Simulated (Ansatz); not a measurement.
# How well the gap of MgAl2C2 (P-3m1) can be computed, part 2 of 2

The study climbs from cheap functionals to G0W0 on MgAl2C2 (P-3m1) and then asks what each convergence step is worth.

Ansatz 0.2.0; density functionals, hybrids, G0W0, plane waves, PAW. Known limits of the many-body steps: not at the basis limit; coarse k mesh.

So far. Step 10 (G0W0@r2SCAN, 6×6×2 mesh, 171 empty bands, screening to …): Against the run with 6×6×4 mesh, 171 empty bands, screening to 120 eV, the gap moves by +0.06 eV, while the start moved by +0.02 eV. A band edge is found at another k point on this mesh. Step 11 (G0W0@HSE06, 6×6×4 mesh, 171 empty bands, screening to …): Against the run with 6×6×4 mesh, 171 empty bands, screening to 120 eV on r2SCAN, the gap moves by +0.18 eV, while the start moved by +0.36 eV.

In doubt: masses and optical values from hybrid runs of this build are listed as unsure (steps 11, 14), which bears on the screening that GW takes from such a start.

## 12. G0W0@r2SCAN, 6×6×4 mesh, 171 empty bands, screening to 120 eV, plasmon pole

A plasmon pole stands in for the full frequency dependence of the screening; this run shows what that costs in accuracy.

This step: G0W0 on r2SCAN, plane waves, PAW.

The input, input.yaml:

```yaml
crystal:
  lattice:
    - [3.377, 0.0, 0.0]
    - [-1.6885, 2.9245677886, 0.0]
    - [0.0, 0.0, 5.817]
  atoms:
    - { symbol: Mg, position: [0.0, 0.0, 0.0] }
    - { symbol: Al, position: [0.3333333333, 0.6666666667, 0.3506950892] }
    - { symbol: Al, position: [0.6666666667, 0.3333333333, 0.6493049108] }
    - { symbol: C, position: [0.3333333333, 0.6666666667, 0.7289915423] }
    - { symbol: C, position: [0.6666666667, 0.3333333333, 0.2710084577] }
kpoints:
  mp_grid: { grid: [6, 6, 4] }
hamiltonian:
  xc: r2scan
scf:
  occupations: { method: fixed }
gw:
  n_empty_bands: 171
  ecut_chi: 120
  qp_bands: [v2, c2]
  qp_kpoints: band_edges
  screening: { model: godby_needs }
```

Launch:

```console
$ ansatz run input.yaml --threads 2 --pin off --max-ram 92160MiB --backend cuda --events-out ev --progress --plain --runs-dir out --devices 1 --max-vram 13GiB  # rebuilt from the run's record
```

Run time: 20 s. Hardware: 1 × NVIDIA H100 80GB HBM3 (shared by 6 runs) with 2 threads of AMD EPYC 7R13 (Zen 3), shared host; peak memory 1.6 GiB.

This step gave:

```
bands summed                                 : 183
plasmon-pole fit frequency                   : 24.00 eV
RPA ε∞ on this mesh (eigenvalues)            : 6.520, 6.520, 7.169
plane waves in the screening matrix          : 149
G0W0 gap on the mesh                         : 2.635 eV
k of the valence top                         : 0, 0.1667, 0
k of the conduction bottom                   : 0, -0.5, 0.25
starting gap on the mesh                     : 2.251 eV
least direct G0W0 gap on the computed points : 3.931 eV
```

Against the run with 6×6×4 mesh, 171 empty bands, screening to 120 eV, the gap moves by −0.04 eV.

## 13. G0W0@r2SCAN, 6×6×4 mesh, 171 empty bands, screening to 120 eV, hard PAW files

Other atomic data (hard PAW) test the pseudisation: the cutoff goes from 500 to 900 eV and the valence electrons from 24 to 40, which opens shells that were frozen.

Edit input.yaml of step 12 so:

```diff
@@ -15,2 +15,3 @@
   xc: r2scan
+  pseudopotentials: { kind: paw, source: ansatz }
 scf:
@@ -22,2 +23,2 @@
   qp_kpoints: band_edges
-  screening: { model: godby_needs }
+  screening: { model: contour_deformation }
```

It took 20 s on 1 × NVIDIA H100 80GB HBM3 (shared by 6 runs) with 2 threads; peak memory 1.7 GiB; 26 s of CPU time.

This step gave:

```yaml
bands_summed: 191
rpa_eps_infinity_on_this_mesh_eigenvalues: 6.551, 6.551, 7.183
plane_waves_in_the_screening_matrix: 149
g0w0_gap_on_the_mesh: 2.653 eV
k_of_the_valence_top: 0, 0.1667, 0
k_of_the_conduction_bottom: 0, -0.5, 0.25
starting_gap_on_the_mesh: 2.249 eV
least_direct_g0w0_gap_on_the_computed_points: 3.951 eV
```

Against the run with 6×6×4 mesh, 171 empty bands, screening to 120 eV, the gap moves by −0.02 eV.

## 14. G0W0@PBE0, 6×6×4 mesh, 171 empty bands, screening to 120 eV

This step: G0W0 on PBE0, plane waves, PAW.

Edit input.yaml of step 13 so:

```diff
@@ -14,4 +14,3 @@
 hamiltonian:
-  xc: r2scan
-  pseudopotentials: { kind: paw, source: ansatz }
+  xc: pbe0
 scf:
```

Elapsed: 51 s, on 1 × NVIDIA H100 80GB HBM3 (shared by 6 runs) with 2 threads; peak memory 1.6 GiB; 35 s of CPU time.

Numbers from this step:

```
bands summed                                 : 183
RPA ε∞ on this mesh (eigenvalues)            : 5.501, 5.501, 6.006
plane waves in the screening matrix          : 149
G0W0 gap on the mesh                         : 3.033 eV
k of the valence top                         : 0, 0.1667, 0
k of the conduction bottom                   : 0, -0.5, 0.25
starting gap on the mesh                     : 3.302 eV
least direct G0W0 gap on the computed points : 4.373 eV
```

Against the run with 6×6×4 mesh, 171 empty bands, screening to 120 eV on HSE06, the gap moves by +0.17 eV, while the start moved by +0.69 eV.

## 15. The ladder

Times are wall times on 1 × NVIDIA H100 80GB HBM3 (shared by 6 runs) with 2 threads of AMD EPYC 7R13 (Zen 3), shared host, good to a factor of about two. G0W0 rows are gaps on the mesh, lowered by the amount that the mesh misses the start's edges, a rough step that assumes the same correction there.

```tsv
level	gap (eV)	least direct gap (eV)	time
r2SCAN	2.15	3.47	4.6 s
LDA	1.76	2.99	9.8 s
HSE06	2.52	3.91	22 s
PBE0	3.20	4.61	26 s
G0W0@r2SCAN (60 empty bands)	2.37	-	12 s
G0W0@r2SCAN (171 empty bands)	2.58	-	20 s
G0W0@r2SCAN (368 empty bands)	2.68	-	35 s
G0W0@r2SCAN (171 empty bands, 6×6×2)	2.62	-	15 s
G0W0@HSE06 (171 empty bands)	2.77	-	47 s
G0W0@r2SCAN (171 empty bands, plasmon pole)	2.54	-	20 s
G0W0@r2SCAN (171 empty bands, hard PAW)	2.55	-	20 s
G0W0@PBE0 (171 empty bands)	2.93	-	51 s
```

## 16. Adding up the best estimate

```tsv
term	eV	running total (eV)
G0W0 on the mesh, top rung	2.778	2.778
to the limit, by a line in one over the bands through the two top rungs	+0.093	2.871
band edges off the mesh	−0.098	2.773
```

Changes that are not added in, each against a run with equal bands and cutoff:

```tsv
change	eV
start HSE06	+0.18
plasmon pole in place of full frequency	−0.04
hard PAW files	−0.02
start PBE0	+0.36
```

## 17. Outcome

```yaml
r2scan_gap: 2.15 eV, indirect
hse06: 2.52 eV
pbe0: 3.20 eV
g0w0_top_rung_on_the_mesh: 2.78 eV
best_estimate_g0w0_r2scan: 2.77 eV
gw_settings_of_the_top_rung: 6×6×4 mesh, 368 empty bands, screening to 200 eV
known_limits: one-shot GW, static lattice
```

**Reading.** The best estimate for G0W0@r2SCAN is 2.77 eV, indirect by r2SCAN, against 2.15 eV at the start. The pair of rungs below gives a limit −0.06 eV away. The term for edges off the mesh assumes that the correction there equals that on the mesh, which is rough. Of the changes left open the largest, +0.36 eV, comes from starting at PBE0. Among the functionals HSE06 comes nearest: −0.25 eV from the estimate. That ranking leans on the start chosen for G0W0. The RPA ε∞ on the GW mesh averages 6.7 against 7.3 from perturbation theory, which takes a denser mesh of its own and holds the xc response as well. All runs took 5.6 min, 65 % of it in G0W0.

[Paths, hosts, dates, memory and timing lines, banners, echoed tables and standing remarks are left out of the program output.]

[Logs are printed without paths, hosts, clocks, repeated set-up lines and the standing remarks that a program may print on its own settings, such as how far it seeks lower states.]

[Runs of the session that timed out or met a known fault of the program may be left out.]

[Cells called generated may have been cut or substituted from an entry of the Crystallography Open Database or the Materials Project.]

[Hosts, paths, dates, database ids (printed as entryN), source tags and the programs' standing remarks are cut or masked in the printed files.]
